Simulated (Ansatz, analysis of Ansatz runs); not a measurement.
# Reproducing a measured hyperfine coupling: Mn2+ on a Ca site in CaO, part 2 of 2

Subject: Mn2+ on a Ca site in CaO. Wanted: its hyperfine coupling, in one set-up (r2SCAN, 128-site cell, r2SCAN lattice, 500 eV, k: the single point 1/4 1/4 1/4). The model is a cell of 128 host atoms with 1 Ca taken out and 1 Mn put in. The isotropic coupling follows from the spin density at the nucleus, the nuclear g-factor and the total spin. A meta-GGA costs about twice a GGA and mends lattice constants and part of the gap.

Ansatz 0.2.0; r2SCAN, 128-site cell, r2SCAN lattice, 500 eV, k: the single point 1/4 1/4 1/4.

So far: Starting point; Relaxation, charge 0.

### 2. Relaxation, charge 0 (continued)

Level of this step: plane-wave PAW DFT, r2SCAN; relaxation of all atoms of a defect supercell (Ansatz).

Step by step:

| step | energy less that of the first step (eV) | largest force component (eV/Å) |
| --- | --- | --- |
| 1 | 0.0000 | 0.3948 |
| 2 | -0.0601 | 0.2745 |
| 3 | -0.1000 | 0.0788 |
| 4 | -0.1043 | 0.0137 |
| 5 | -0.1043 | 0.0137 |

Forces are held to the 12 operations that the run works with; a distortion that breaks them can't arise in this run.

The atoms that moved most (Å):

| atom | dx | dy | dz | length |
| --- | --- | --- | --- | --- |
| O52 | 0.000 | 0.057 | 0.000 | 0.057 |
| O76 | 0.057 | 0.000 | 0.000 | 0.057 |
| O46 | 0.000 | 0.000 | 0.057 | 0.057 |
| O54 | -0.057 | 0.000 | 0.000 | 0.057 |
| O78 | 0.000 | -0.057 | 0.000 | 0.057 |
| O84 | 0.000 | 0.000 | -0.057 | 0.057 |
| Ca87 | -0.020 | -0.020 | 0.000 | 0.028 |
| Ca93 | -0.020 | 0.000 | -0.020 | 0.028 |

Neighbours of Mn85 at the end:

| atom | distance (Å) |
| --- | --- |
| O52 | 2.341 |
| O76 | 2.341 |
| O46 | 2.341 |
| O78 | 2.341 |
| O84 | 2.341 |
| O54 | 2.341 |
| Ca93 | 3.363 |
| Ca87 | 3.363 |
| Ca117 | 3.363 |
| Ca77 | 3.363 |
| Ca53 | 3.363 |
| Ca83 | 3.363 |
| Ca61 | 3.363 |
| Ca91 | 3.363 |
| Ca55 | 3.363 |
| Ca79 | 3.363 |

Read from the output:

| Property | Result |
| --- | --- |
| free energy | -155301.2859 eV |
| total moment | 5 μB |
| integral of the absolute spin density | 5.078 μB |
| spin contamination | 0.007565 |

The relaxation ends 0.8 meV an atom lower, with a largest force component of 0.014 eV/Å.

### 3. Contact spin densities

The relaxed structure is kept, and the final numbers are taken at the final level and k-points.

This step: plane-wave PAW DFT, r2SCAN; single point of a defect supercell.

File point/input.yaml:

```yaml
crystal:
  lattice:
    - [0.0, 9.58967737, 9.58967737]
    - [9.58967737, 0.0, 9.58967737]
    - [9.58967737, 9.58967737, 0.0]
  atoms:
    - { symbol: Ca, position: [0.0, 0.0, 0.0] }
    - { symbol: O, position: [0.124972989, 0.124972989, 0.124972989] }
[... 43 atom lines left out ...]
    - { symbol: O, position: [0.377958084, 0.377958084, 0.622039303] }
[... 5 atom lines left out ...]
    - { symbol: O, position: [0.377958084, 0.622039303, 0.377958084] }
    - { symbol: Ca, position: [0.252039217, 0.499999111, 0.499999111] }
    - { symbol: O, position: [0.377960697, 0.622041916, 0.622041916] }
[... 21 atom lines left out ...]
    - { symbol: O, position: [0.622039303, 0.377958084, 0.377958084] }
    - { symbol: Ca, position: [0.499999111, 0.252039217, 0.499999111] }
    - { symbol: O, position: [0.622041916, 0.377960697, 0.622041916] }
[... 5 atom lines left out ...]
    - { symbol: O, position: [0.622041916, 0.622041916, 0.377960697] }
    - { symbol: Mn, position: [0.5, 0.5, 0.5], spin: 5.0 }
[... 1 atom line left out ...]
    - { symbol: Ca, position: [0.500000889, 0.500000889, 0.747960783] }
[... 5 atom lines left out ...]
    - { symbol: Ca, position: [0.500000889, 0.747960783, 0.500000889] }
[... 23 atom lines left out ...]
    - { symbol: Ca, position: [0.747960783, 0.500000889, 0.500000889] }
[... 10 atom lines left out ...]
    - { symbol: O, position: [0.875027011, 0.875027011, 0.875027011] }
basis:
  ecutwfc: 500
  xc_grid: 2
hamiltonian:
  xc: r2scan
kpoints:
  mp_grid: { grid: [1, 1, 1], shift: [0.25, 0.25, 0.25] }
magnetization:
  spin_polarized: true
  initial_magnetization: 5
  spin_locking: { lock_magnetization: hard }
scf:
  occupations: { method: fermi_dirac, width: 0.01 }
  max_iter: 120
output:
  forces: true
  efg: {}
  eigenvalues: true
checkpoint:
  read: "../relax.run"
```

Command:

```console
ansatz run input.yaml --threads 4 --pin off --max-ram 14131MiB --backend cpu --events-out ev --progress --plain --runs-dir out
```

Numbers of over 12 decimals in the logs are rounded to 6 here.

Log:

```text
[...]
Warning: the atoms were moved onto the symmetric positions of the space group found under crystal.symmetry.tolerance 1.0e-5 (fractional; [...]
[...]
Warning: checkpoint.read: the run can stay near the saved state's solution: 24 site(s) moved relative to the saved geometry (max |Δs| = 3.960e-6 fractional); [...]
[...]
Crystal: 128 atoms, lattice volume = 1763.770 Å³
Basis set: ecut = 500 eV, 44735 PW (Γ), exchange–correlation on 200×200×200 points (8 copies of the dense FFT grid, shifted against one another)
Bands: 645, of which v1, the nominal top of the filled ones, is band 515 counted from 1 (514 counted from 0)
Symmetry: 12 space group operations
k-points: 1
[...]
Starting moments: Σ|m| = 5 μB on 1 of 128 sites; this step starts from the density that it was given
[...]
atom  76  O  V_zz =    +2.788187   η = 0.0089   by run symmetry: allowed
[...]
atom  78  O  V_zz =    +2.788187   η = 0.0089   by run symmetry: allowed
[...]
atom  84  O  V_zz =    +2.788187   η = 0.0089   by run symmetry: allowed
[...]
atom  85  Mn V_zz =    +0.014441   η = 0.0000   by run symmetry: allowed
[...]
atom  87  Ca V_zz =    -0.359595   η = 0.9425   by run symmetry: allowed
[...]
atom  93  Ca V_zz =    -0.359595   η = 0.9425   by run symmetry: allowed
[...]
atom 117  Ca V_zz =    -0.359595   η = 0.9425   by run symmetry: allowed
[...]
--- Band table (eV) ---
[...]
[key lines of the parts left out:]
SCF converged after 2 iterations
Magnetization: 5.0000 μB (517.0000 up, 512.0000 down)
Free energy (F): -155301.285899 eV
Fermi energy:    10.181260 (↑ 10.225709, ↓ 9.540236) eV
```

The job ended after 2.8 min (4 threads of Arm Neoverse V2, shared host; peak memory 10 GiB; 11 min of CPU time).

Read from the output:

| Item | Value |
| --- | --- |
| free energy | -155301.2859 eV |
| total moment | 5 μB |
| integral of the absolute spin density | 5.078 μB |
| spin contamination | 0.007565 |

The largest moments in the atoms' spheres: Mn85 4.33, O54 0.04, O76 0.04, O52 0.04, O78 0.04, O46 0.04 μB.

Contact couplings A = (2/3) μ0 ge μB gN μN ρs / (2S h), for each element's most abundant magnetic isotope:

| atom | isotope | distance from the centre (Å) | contact spin density (e/Å³) | A (MHz) |
| --- | --- | --- | --- | --- |
| Mn85 | 55Mn | 0.00 | -3.45 | -112.9 |
| O46 | 17O | 2.34 | 0.377 | -6.8 |
| O52 | 17O | 2.34 | 0.377 | -6.8 |
| O54 | 17O | 2.34 | 0.377 | -6.8 |
| O76 | 17O | 2.34 | 0.377 | -6.8 |
| O78 | 17O | 2.34 | 0.377 | -6.8 |
| O84 | 17O | 2.34 | 0.377 | -6.8 |
| Ca47 | 43Ca | 4.79 | 0.0432 | -0.4 |
| Ca59 | 43Ca | 4.79 | 0.0432 | -0.4 |
| Ca63 | 43Ca | 4.79 | 0.0432 | -0.4 |

### 4. Results

| Item | Value |
| --- | --- |
| 55Mn, isotropic | -112.9 MHz |
| integral of the absolute spin density | 5.08 μB |
| time of the whole chain | 14 min on 4 threads |

55Mn, isotropic: computed -112.9 MHz, measured -242.2 MHz; 129.3 MHz (53 %) smaller in size than the measurement. Only the isotropic (Fermi contact) part is computed, with core polarisation; no vibrational averaging. The coupling of Mn2+ comes from the polarisation of the s shells by the d electrons, which semilocal functionals understate.

[Logs are printed without paths, hosts, clocks, repeated set-up lines and the standing remarks that a program may print on its own settings, such as how far it seeks lower states.]

[Hosts, paths, dates, database ids (printed as entryN), source tags and the programs' standing remarks are cut or masked in the printed files.]

[For some hosts the program warned that the k-mesh of the response run may be too coarse for force constants and the static dielectric constant; such warnings are not shown here.]
